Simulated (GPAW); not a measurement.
**How the form of the self-energy moves the gap of CsGeBr3 (Pm-3m)**

Aim: compare treatments of exchange, screening and correlation for the gap of CsGeBr3 (Pm-3m).

Calculated with GPAW 26.7.0; LDA and many-body steps on it, plane waves.

Most raw output is cut from this account.

**1. The starting structure**

The structure is cubic, space group Pm-3m (No. 221). Conventional cell: a = 5.533 Å, b = 5.533 Å, c = 5.533 Å, α = 90.00°, β = 90.00°, γ = 90.00°. Nearest to Cs lie 12 Br at 3.91 Å. Nearest to Ge lie 6 Br at 2.77 Å. Br has 2 Ge at 2.77 Å and 4 Cs at 3.91 Å nearest. Farther neighbours and most contacts between anions are not listed.

As a file:

```xyz
5
Lattice="5.5333 0.0000 0.0000 0.0000 5.5333 0.0000 0.0000 0.0000 5.5333" Properties=species:S:1:pos:R:3 pbc="T T T"
Cs    0.0000    0.0000    0.0000
Ge    2.7667    2.7667    2.7667
Br    2.7667    2.7667    0.0000
Br    2.7667    0.0000    2.7667
Br    0.0000    2.7667    2.7667
```

The cell and positions are those that the Materials Project relaxed with its own functionals (PBE, PBE+U or r2SCAN), kept fixed. Spin-orbit coupling is left out unless a step names it.

**2. Empty states on the mesh, 2×2×2 mesh, 580 bands**

This step: GPAW 26.7.0; DFT, LDA, plane waves, PAW.

The sums over transitions need many empty states on a uniform mesh; this step solves for them.

run.py

```python
import json
import numpy as np
from gpaw.mpi import world
from gpaw import GPAW

calc = GPAW('gs.gpw').fixed_density(kpts={'size': (2, 2, 2), 'gamma': True},
    parallel={'domain': 1, 'band': 1},
    txt='nscf.txt')
calc.diagonalize_full_hamiltonian(nbands=580)
calc.write('full.gpw', mode='all')
res = {}
kpts = calc.get_ibz_k_points()
res['kpts'] = kpts
res['eigenvalues'] = [calc.get_eigenvalues(kpt=k) for k in range(len(kpts))]
res['n_electrons'] = calc.get_number_of_electrons()

if world.rank == 0:
    with open('result.json', 'w') as f:
        json.dump(res, f, default=lambda x: x.tolist())
```

Run with:

```sh
> mpirun -n 4 gpaw python run.py
```

The job ended after 46 s (4 MPI ranks of Arm Neoverse V2, shared host; peak memory 4.1 GiB).

Numbers from this step:

- gap: 0.5184 eV
- k of the valence top: 0.5, 0.5, 0.5
- k of the conduction bottom: 0.5, 0.5, 0.5
- least direct gap: 0.5184 eV
- k points computed: 4
- lowest point of the top converged band, above the valence top: 121.2126 eV

On this mesh the gap is 0.518 eV.

**3. G0W0, Godby-Needs plasmon pole**

Now the one-shot GW correction: screening in the RPA, then the self-energy of the levels asked for.

This step: G0W0 on LDA, plane waves, PAW.

run.py

```python
import json
import numpy as np
from gpaw.mpi import world
from gpaw.response.g0w0 import G0W0

gw = G0W0('full.gpw',
    filename='gw',
    kpts=[0, 3],
    bands=(15, 19),
    ecut=78,
    nbands=265,
    integrate_gamma='WS',
    ppa=True)
gw.calculate()
res = {mode: {k: v for k, v in r.items() if k != 'sigma_eskwn'}
       for mode, r in gw.all_results.items()}

if world.rank == 0:
    with open('result.json', 'w') as f:
        json.dump(res, f, default=lambda x: x.tolist())
```

Run with:

```sh
> mpirun -n 4 gpaw python run.py
```

Wall time 24 s (4 MPI ranks); peak memory 1.5 GiB; 94 s of CPU time.

Numbers from this step:

* G0W0 gap on the points computed: 1.222 eV
* least direct G0W0 gap on the computed points: 1.222 eV
* Z at the valence top: 0.7836
* Z at the conduction bottom: 0.7915
* starting gap on the mesh: 0.5184 eV
* k of the valence top: 0.5, 0.5, 0.5
* k of the conduction bottom: 0.5, 0.5, 0.5

The gap on the mesh goes from 0.52 eV to 1.22 eV, a correction of +0.70 eV.

**4. One-shot HSE06**

This step: one-shot HSE06 levels on LDA orbitals, plane waves, PAW.

run.py

```python
import json
import numpy as np
from gpaw.mpi import world
from gpaw.hybrids.eigenvalues import non_self_consistent_eigenvalues

dft, vxc, vxc_hyb = non_self_consistent_eigenvalues('full.gpw', 'HSE06', 15, 19, kpt_indices=[0, 3])
res = {'dft': dft[0], 'hybrid': (dft - vxc + vxc_hyb)[0]}
if world.rank == 0:
    with open('hybrid.txt', 'w') as f:
        for k, e0, e1 in zip([0, 3], res['dft'], res['hybrid']):
            print(k, ' '.join(f'{x:9.4f}' for x in e0), '|', ' '.join(f'{x:9.4f}' for x in e1), file=f)

if world.rank == 0:
    with open('result.json', 'w') as f:
        json.dump(res, f, default=lambda x: x.tolist())
```

Run with:

```sh
> mpirun -n 4 gpaw python run.py
```

It took 2.9 s on 4 MPI ranks; peak memory 0.77 GiB.

Numbers from this step:

```yaml
starting_gap_on_the_mesh: 0.5184 eV
hybrid_gap_on_the_mesh: 1.393 eV
least_direct_hybrid_gap_on_the_computed_points: 1.393 eV
```

**5. G0W0, extrapolated in the cutoff**

This step: G0W0 on LDA, plane waves, PAW.

run.py

```python
import json
import numpy as np
from gpaw.mpi import world
from gpaw.response.g0w0 import G0W0

gw = G0W0('full.gpw',
    filename='gw',
    kpts=[0, 3],
    bands=(15, 19),
    ecut=130.0,
    integrate_gamma='WS',
    ppa=True,
    ecut_extrapolation=True)
gw.calculate()
res = {mode: {k: v for k, v in r.items() if k != 'sigma_eskwn'}
       for mode, r in gw.all_results.items()}

if world.rank == 0:
    with open('result.json', 'w') as f:
        json.dump(res, f, default=lambda x: x.tolist())
```

Run with:

```sh
> mpirun -n 4 gpaw python run.py
```

Wall time 3.7 min (4 MPI ranks); peak memory 2.8 GiB.

Numbers from this step:

| Item | Value |
| --- | --- |
| quasiparticle gap on the points computed | 1.410 eV |
| least direct quasiparticle gap on the computed points | 1.410 eV |
| Z at the valence top | 0.7794 |
| Z at the conduction bottom | 0.7897 |
| starting gap on the mesh | 0.5184 eV |
| k of the valence top | 0.5, 0.5, 0.5 |
| k of the conduction bottom | 0.5, 0.5, 0.5 |
| gaps at the cutoffs of the extrapolation | 1.289, 1.298, 1.313 eV |

Against G0W0 in GPAW (2×2×2 mesh, 265 bands, screening to 78 eV, Godby-Needs plasmon pole), the gap moves by +0.188 eV.

**6. One-shot PBE0**

This step: one-shot PBE0 levels on LDA orbitals, plane waves, PAW.

run.py

```python
import json
import numpy as np
from gpaw.mpi import world
from gpaw.hybrids.eigenvalues import non_self_consistent_eigenvalues

dft, vxc, vxc_hyb = non_self_consistent_eigenvalues('full.gpw', 'PBE0', 15, 19, kpt_indices=[0, 3])
res = {'dft': dft[0], 'hybrid': (dft - vxc + vxc_hyb)[0]}
if world.rank == 0:
    with open('hybrid.txt', 'w') as f:
        for k, e0, e1 in zip([0, 3], res['dft'], res['hybrid']):
            print(k, ' '.join(f'{x:9.4f}' for x in e0), '|', ' '.join(f'{x:9.4f}' for x in e1), file=f)

if world.rank == 0:
    with open('result.json', 'w') as f:
        json.dump(res, f, default=lambda x: x.tolist())
```

Run with:

```sh
> mpirun -n 4 gpaw python run.py
```

It took 2.6 s on 4 MPI ranks; peak memory 0.79 GiB.

This step gave:

- starting gap on the mesh: 0.5184 eV
- hybrid gap on the mesh: 2.075 eV
- least direct hybrid gap on the computed points: 2.075 eV

**7. G0W0, full frequency, Hilbert transform**

This step: G0W0 on LDA, plane waves, PAW.

run.py

```python
import json
import numpy as np
from gpaw.mpi import world
from gpaw.response.g0w0 import G0W0

gw = G0W0('full.gpw',
    filename='gw',
    kpts=[0, 3],
    bands=(15, 19),
    ecut=78,
    nbands=265,
    integrate_gamma='WS',
    frequencies={'type': 'nonlinear', 'domega0': 0.1, 'omega2': 15.0},
    eta=0.1,
    nblocksmax=True)
gw.calculate()
res = {mode: {k: v for k, v in r.items() if k != 'sigma_eskwn'}
       for mode, r in gw.all_results.items()}

if world.rank == 0:
    with open('result.json', 'w') as f:
        json.dump(res, f, default=lambda x: x.tolist())
```

Run with:

```sh
> mpirun -n 4 gpaw python run.py
```

Elapsed: 1.7 min, on 4 MPI ranks; peak memory 2.5 GiB; 6.9 min of CPU time.

Numbers from this step:

| Quantity | Value |
| --- | --- |
| G0W0 gap on the points computed | 1.190 eV |
| least direct G0W0 gap on the computed points | 1.190 eV |
| starting gap on the mesh | 0.5184 eV |
| k of the valence top | 0.5, 0.5, 0.5 |
| k of the conduction bottom | 0.5, 0.5, 0.5 |

Against G0W0 in GPAW (2×2×2 mesh, 265 bands, screening to 78 eV, Godby-Needs plasmon pole), the gap moves by −0.032 eV.

**8. Side by side**

Times are wall times on 4 MPI ranks of Arm Neoverse V2, shared host, good to a factor of about two.

| run | mesh | bands | screening cutoff (eV) | DFT gap (eV) | gap on the mesh (eV) | direct (eV) | time |
| --- | --- | --- | --- | --- | --- | --- | --- |
| G0W0, Godby-Needs plasmon pole | 2×2×2 | 265 | 78 | 0.518 | 1.222 | 1.222 | 24 s |
| one-shot HSE06 | 2×2×2 | - | - | 0.518 | 1.393 | 1.393 | 2.9 s |
| G0W0, extrapolated in the cutoff | 2×2×2 | - | 130 | 0.518 | 1.410 | 1.410 | 3.7 min |
| one-shot PBE0 | 2×2×2 | - | - | 0.518 | 2.075 | 2.075 | 2.6 s |
| G0W0, full frequency, Hilbert transform | 2×2×2 | 265 | 78 | 0.518 | 1.190 | 1.190 | 1.7 min |

**9. Results**

| Item | Value |
| --- | --- |
| G0W0, Godby-Needs plasmon pole | 1.222 eV |
| one-shot HSE06 | 1.393 eV |
| G0W0, extrapolated in the cutoff | 1.410 eV |
| one-shot PBE0 | 2.075 eV |
| G0W0, full frequency, Hilbert transform | 1.190 eV |
| known limits | not at the basis limit; no spin-orbit coupling; coarse k mesh |

**Reading.** One-shot HSE06: +0.171 eV against G0W0, Godby-Needs plasmon pole. G0W0, extrapolated in the cutoff: +0.188 eV against G0W0, Godby-Needs plasmon pole, at other bands or cutoff, so not like for like. One-shot PBE0: +0.854 eV against G0W0, Godby-Needs plasmon pole. G0W0, full frequency, Hilbert transform: −0.032 eV against G0W0, Godby-Needs plasmon pole. One-shot hybrid levels are evaluated on the LDA orbitals. Bands and cutoff are finite, so the gap is not at the basis limit. The miss can reach some tenths of an eV and take either sign; the mesh is an error of its own. These stock PAW sets were not made for GW; the filled d or f shell of Br and Ge lies in the frozen core, which bears on start and correction. In the G0W0 runs levels were corrected at 2 k points alone, so a gap called «on the mesh» is the least over those, and an edge elsewhere would be missed. The program warns of a poor linear fit in the extrapolation of some level, so the extrapolated values are rough. The 2×2×2 mesh is coarse for this cell, which bears on the long-range parts of exchange and screening. This is the ideal cubic cell; many perovskites, halides above all, are cubic only on average, and local tilts or off-centring can widen the gap. The many-body steps are scalar-relativistic: spin-orbit coupling is not in them.

[Paths, hosts, dates, memory and timing lines, banners, echoed tables and standing remarks are left out of the program output.]

[Logs are printed without paths, hosts, clocks, repeated set-up lines and the standing remarks that a program may print on its own settings, such as how far it seeks lower states.]

[Runs of the session that timed out or met a known fault of the program may be left out.]

[Hosts, paths, dates, database ids (printed as entryN), source tags and the programs' standing remarks are cut or masked in the printed files.]
